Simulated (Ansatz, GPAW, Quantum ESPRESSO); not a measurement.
# The valence band of TiPt3 as photoemission sees it, part 8 of 8

Aim: the valence spectrum of TiPt3 from He I to hard X-rays, and which orbitals make each feature. Spin–orbit coupling is left out of the bands throughout.

Ansatz 0.2.0, Quantum ESPRESSO 7.5 and GPAW 26.7.0; DFT, LDA, plane-wave PAW, default files, scalar-relativistic (the session's first sound run).

So far. Step 5 (Quantum ESPRESSO: self-consistent run): The run ends at a pressure of -6.04 GPa. Step 8 (Quantum ESPRESSO: bands): Of the bands kept, 6 cross the Fermi level on this path.

The database entry behind the starting cell is an old determination (1943), so it need not match the best structure at ambient conditions.

**11. GPAW with atomic orbitals**

This step: DFT, LDA, PAW datasets of GPAW, numerical atomic orbitals (LCAO), scalar-relativistic (GPAW 26.7.0).

An atomic-orbital basis pays off in large cells; this run shows what it costs in accuracy.

The input, run.py:

```python
import json
import numpy as np
from ase import Atoms
from ase.parallel import paropen
from gpaw import GPAW, PW, FermiDirac, Mixer, MixerDif, setup_paths

atoms = Atoms(['Pt', 'Pt', 'Pt', 'Ti'],
              cell=[[3.897, 0.0, 0.0], [0.0, 3.897, 0.0], [0.0, 0.0, 3.897]],
              scaled_positions=[[0.5, 0.5, 0.0], [0.5, 0.0, 0.5], [0.0, 0.5, 0.5], [0.0, 0.0, 0.0]],
              pbc=(True, True, True))
params = dict(mode='lcao',
              xc='LDA',
              kpts={'size': (10, 10, 10), 'gamma': True},
              occupations=FermiDirac(0.05),
              nbands=-12,
              maxiter=200,
              txt='gs.txt',
              basis='dzp',
              h=0.2)
atoms.calc = calc = GPAW(**params)
atoms.get_potential_energy()
ef = calc.get_fermi_level()
nk, ns = len(calc.get_ibz_k_points()), calc.get_number_of_spins()
out = dict(free=atoms.get_potential_energy(force_consistent=True), ef=ef, nel=calc.get_number_of_electrons(), cell=atoms.cell[:], frac=atoms.get_scaled_positions(wrap=False),
           eig=[[calc.get_eigenvalues(k, s) for k in range(nk)] for s in range(ns)], forces=atoms.get_forces(apply_constraint=False))
dense = calc.fixed_density(kpts={'size': (14, 14, 14), 'gamma': True}, txt='dos.txt')
out['eig_dense'] = [[dense.get_eigenvalues(k, s) for k in range(len(dense.get_ibz_k_points()))] for s in range(ns)]
dos = dense.dos(shift_fermi_level=False)
e = ef + np.arange(-30, 12, 0.05)
out['e'], out['dos'] = e - ef, dos.raw_dos(e, width=0.1)
kpts = [[0.0, 0.0, 0.0], [0.0, 0.033333, 0.0], [0.0, 0.066667, 0.0], [0.0, 0.1, 0.0], ..., [0.5, 0.5, 0.0]]  # list cut here
bands = calc.fixed_density(kpts=kpts, symmetry='off', txt='bands.txt')
out['band_e'] = [[bands.get_eigenvalues(k, s) for k in range(len(kpts))] for s in range(ns)]
with paropen('out.json', 'w') as f:
    json.dump(out, f, default=lambda a: a.tolist())
```

Command:

```console
$ OMP_NUM_THREADS=1 mpirun -n 4 gpaw python run.py > run.log
```

Output:

```text
__  _  _
 | _ |_)|_||  |
 |__||  | ||/\| - 26.7.0

units:  Angstrom and eV
cores:  4
OpenMP: True

Versions:

Paths:

Git-hashes:

OMP_NUM_THREADS: 1

Environment variables:
  GPAW_CPUPY:          False
  GPAW_DEBUG:          False
  GPAW_MPI_BACKEND:    cgpaw
  GPAW_MPI_OPTIONS:    None
  GPAW_NO_C_EXTENSION: False
  GPAW_NO_GPU_MPI:     False
  GPAW_TRACE:          False
  GPAW_USE_GPUS:       False

Input parameters:
  mode=LCAO(),
  basis={'default': 'dzp'},
  h=0.2,
  kpts=MonkhorstPack(size=(10, 10, 10), gamma=True),
  maxiter=200,
  nbands=-12,
  occupations=Occupations(name='fermi-dirac', width=0.05, fixmagmom=False),
  xc=XC(name='LDA')
   .---------.
  /|         |
 * |         |
 |Pt         |
 | |         |
 | .--Pt-----.
 |/    Pt   /
 Ti--------*

Atoms  # Å, Bohr magnetons
|   | symbol |        x |        y |        z |    initial magnetic moments |
|---|--------|----------|----------|----------|-----------------------------|
| 0 |     Pt | 1.948500 | 1.948500 | 0.000000 | ( 0.0000,  0.0000,  0.0000) |
| 1 |     Pt | 1.948500 | 0.000000 | 1.948500 | ( 0.0000,  0.0000,  0.0000) |
| 2 |     Pt | 0.000000 | 1.948500 | 1.948500 | ( 0.0000,  0.0000,  0.0000) |
| 3 |     Ti | 0.000000 | 0.000000 | 0.000000 | ( 0.0000,  0.0000,  0.0000) |

Unit cell  # Å
| periodic |        x |        y |        z |  lengths |    angles |
|----------|----------|----------|----------|----------|-----------|
|      yes | 3.897000 | 0.000000 | 0.000000 | 3.897000 | 90.000000 |
|      yes | 0.000000 | 3.897000 | 0.000000 | 3.897000 | 90.000000 |
|      yes | 0.000000 | 0.000000 | 3.897000 | 3.897000 | 90.000000 |

Number of symmetries: 48
Symmetry operations  # r_c * U_cc + t_c -> r_c
|    | kind |            matrix            |
|----|------|------------------------------|
|  0 |  E   |  1, 0, 0,  0, 1, 0,  0, 0, 1 |
|  1 |  σ   |  1, 0, 0,  0, 1, 0,  0, 0,-1 |
|  2 |  σ   |  1, 0, 0,  0, 0, 1,  0, 1, 0 |
|  3 |  C4  |  1, 0, 0,  0, 0, 1,  0,-1, 0 |
|  4 |  C4  |  1, 0, 0,  0, 0,-1,  0, 1, 0 |
|  5 |  σ   |  1, 0, 0,  0, 0,-1,  0,-1, 0 |
|  6 |  σ   |  1, 0, 0,  0,-1, 0,  0, 0, 1 |
|  7 |  C2  |  1, 0, 0,  0,-1, 0,  0, 0,-1 |
|  8 |  σ   |  0, 1, 0,  1, 0, 0,  0, 0, 1 |
|  9 |  C2  |  0, 1, 0,  1, 0, 0,  0, 0,-1 |
| 10 |  C3  |  0, 1, 0,  0, 0, 1,  1, 0, 0 |
| 11 |  S6  |  0, 1, 0,  0, 0, 1, -1, 0, 0 |
| 12 |  S6  |  0, 1, 0,  0, 0,-1,  1, 0, 0 |
| 13 |  C3  |  0, 1, 0,  0, 0,-1, -1, 0, 0 |
| 14 |  C4  |  0, 1, 0, -1, 0, 0,  0, 0, 1 |
| 15 |  S4  |  0, 1, 0, -1, 0, 0,  0, 0,-1 |
| 16 |  C3  |  0, 0, 1,  1, 0, 0,  0, 1, 0 |
| 17 |  S6  |  0, 0, 1,  1, 0, 0,  0,-1, 0 |
| 18 |  σ   |  0, 0, 1,  0, 1, 0,  1, 0, 0 |
[...]
| 20 |  C2  |  0, 0, 1,  0,-1, 0,  1, 0, 0 |
| 21 |  S4  |  0, 0, 1,  0,-1, 0, -1, 0, 0 |
| 22 |  S6  |  0, 0, 1, -1, 0, 0,  0, 1, 0 |
| 23 |  C3  |  0, 0, 1, -1, 0, 0,  0,-1, 0 |
| 24 |  S6  |  0, 0,-1,  1, 0, 0,  0, 1, 0 |
[...]
Name: dzp
      File: Pt.dzp.basis.gz
      Number of radial functions: 9
      Number of spherical harmonics: 27
        l=0, rc=8.5938 Bohr: 6s-sz confined orbital
[...]
l=2, rc=6.0938 Bohr: 5d-sz confined orbital
        l=0, rc=5.0625 Bohr: 6s-dz split-valence wave
[...]
l=2, rc=3.6406 Bohr: 5d-dz split-valence wave
        l=1, rc=8.5938 Bohr: p-type Gaussian polarization
      Number of RI-basis functions 0

  Ti:
    name:    Titanium
    Z:       22.0
    valence: 12
    core:    10
    charge:  0.0  # [|e|]
    file:    Ti.LDA.gz
    compensation charges:
      type: gauss
      rc: 0.38  # [Å]
      lmax: 2
    cutoffs:
      filter: 2.23  # [Å]
      core: 1.02  # [Å]
    projectors
    | kind |    occ | energy [eV] | rcut [Å] |
    |------|--------|-------------|----------|
    |   3s |  2.000 |     -62.257 |    1.270 |
    |   4s |  2.000 |      -4.593 |    1.270 |
    |   3p |  6.000 |     -38.791 |    1.058 |
    |   4p |  0.000 |      -1.536 |    1.058 |
    |   3d |  2.000 |      -4.463 |    1.058 |
    |    d |        |      22.748 |    1.058 |

    LCAO basis set for Ti:
      Name: dzp
      File: Ti.dzp.basis.gz
      Number of radial functions: 11
      Number of spherical harmonics: 29
        l=0, rc=3.4375 Bohr: 3s-sz confined orbital
        l=0, rc=9.9062 Bohr: 4s-sz confined orbital
        l=1, rc=3.8906 Bohr: 3p-sz confined orbital
        l=1, rc=13.1094 Bohr: 4p-sz confined orbital
        l=2, rc=6.6250 Bohr: 3d-sz confined orbital
        l=0, rc=2.1406 Bohr: 3s-dz split-valence wave
        l=0, rc=6.0156 Bohr: 4s-dz split-valence wave
        l=1, rc=2.3125 Bohr: 3p-dz split-valence wave
        l=1, rc=8.1094 Bohr: 4p-dz split-valence wave
        l=2, rc=3.8594 Bohr: 3d-dz split-valence wave
        l=1, rc=9.9062 Bohr: p-type Gaussian polarization
      Number of RI-basis functions 0

Reference energy: -1523464.195666  # eV

eigensolver:
  <gpaw.new.lcao.eigensolver.LCAOEigensolver object at 0x56e6d8a10d0>
density mixing:
  MSR1-Mixer
  Pratt-step length: 0.05
  Maximum mixing coefficient: 0.75
  Old densities: 10
  SVD Regularization: 0.005
  Good broyden scale: 1.0
  Trust region scale: 1.0
  Backstep threshold: 4.0
  History deletion threshold: 6.0
  Fourier metric: weight=20.0, sigma=0.015

occupation numbers:
  Fermi-Dirac:
    width: 0.0500  # eV

FastPoissonSolver using
    Stencil: 6*3+1=19 point O(h^6) finite-difference Laplacian
    FFT axes: [np.int64(0), np.int64(1), np.int64(2)]
    FST axes: []

xc functional:
  name: None
interpolation: tri-quintic # 5. degree polynomial

Initialization done in: 7.869 s

convergence criteria:
- Maximum [total energy] change in last 3 cyles: 0.0005 eV / valence electron
- Maximum integral of absolute [dens]ity change: 0.0001 electrons / valence electron
- Maximum integral of absolute [eigenst]ate change: 4e-08 eV^2 / valence electron
maximum number of iterations: 200

SCF iterations
|iter     |     time |      energy | eigst |  dens |
|---------|----------|-------------|-------|-------|
|iter:   1|       0s |  -36.935393 |      c|       |
|iter:   2|      87s |  -35.768284 |      c| -0.99 |
|iter:   3|     167s |  -34.114691 |      c| -1.09 |
|iter:   4|     243s |  -33.078313 |      c| -1.23 |
|iter:   5|     321s |  -33.040183 |      c| -2.06 |
|iter:   6|     400s |  -33.026072 |      c| -2.27 |
|iter:   7|     484s |  -33.014681c|      c| -2.42 |
|iter:   8|     560s |  -33.014791c|      c| -3.23 |
|iter:   9|     636s |  -33.014778c|      c| -3.70 |
```

Elapsed: 12 min, on 4 MPI ranks of Intel Xeon Platinum 8259CL at 2.50GHz (Skylake/Cascade Lake), shared host.

The run was cut off at its time limit.

**12. What came out**

| Quantity | Value |
| --- | --- |
| least gap on the mesh and the path | under 0.05 eV or none |
| strongest listed peak within 13 eV of the zero, at 1486.7 eV | 3.4 eV binding, mostly Pt 5d |
| strongest listed peak within 13 eV of the zero, at 21.2 eV | 3.4 eV binding, mostly Pt 5d |
| Pt 5d centre of the filled part | -4.05 eV (8.9 states an atom) |
| Ti 3d centre of the filled part | -3.53 eV (2.8 states an atom) |
| LDA (13 s on 4 threads) | no clear gap, highest Al Kα peak within 13 eV at 3.4 eV (Pt 5d) |
| PBEsol (8.6 s on 4 threads) | no clear gap, highest Al Kα peak within 13 eV at 3.4 eV (Pt 5d) |
| volume × 0.96 (8 s on 4 threads) | no clear gap, highest Al Kα peak within 13 eV at 3.5 eV (Pt 5d) |
| qe | no clear gap, highest Al Kα peak within 13 eV at 3.4 eV (Pt 5d) |

In words: TiPt3 is without a gap at the base level, and its valence spectrum changes with photon energy as the shells' cross sections do. At 21.2 eV the valence spectrum has its highest listed peaks within 10.8 eV at 0.8 eV (Pt 5d), 3.4 eV (Pt 5d), 4.5 eV (Pt 5d) and 6.2 eV (Pt 5d). At 1486.7 eV the valence spectrum has its highest listed peaks within 11.4 eV at 0.7 eV (Pt 5d), 3.4 eV (Pt 5d), 4.5 eV (Pt 5d) and 6.2 eV (Pt 5d). The shell named is the one with most of the intensity, cross sections included, not always the one with most states there. At 21.2 eV the area is led by Pt 5d (93 %), at 8047.8 eV by Pt 5d (95 %). Kohn–Sham levels aren't quasiparticle energies, so peak positions are approximate. Each run has its own recipe for the spectra (widths, photon energies, in some runs the light), so peak heights and places can differ between runs for that reason too. Spin–orbit coupling is left out, which matters for the heavy atoms here.

[Logs are printed without paths, hosts, clocks, repeated set-up lines and the standing remarks that a program may print on its own settings, such as how far it seeks lower states.]

[Hosts, paths, dates, database ids (printed as entryN), source tags and the programs' standing remarks are cut or masked in the printed files.]

[Maps of the electrostatic potential energy from Ansatz leave out the sawtooth potential of an applied field or a dipole correction, so their vacuum need not be flat; work functions include it.]

[Peak lists hold at most the 14 tallest peaks of each spectrum; further lines can be left out.]
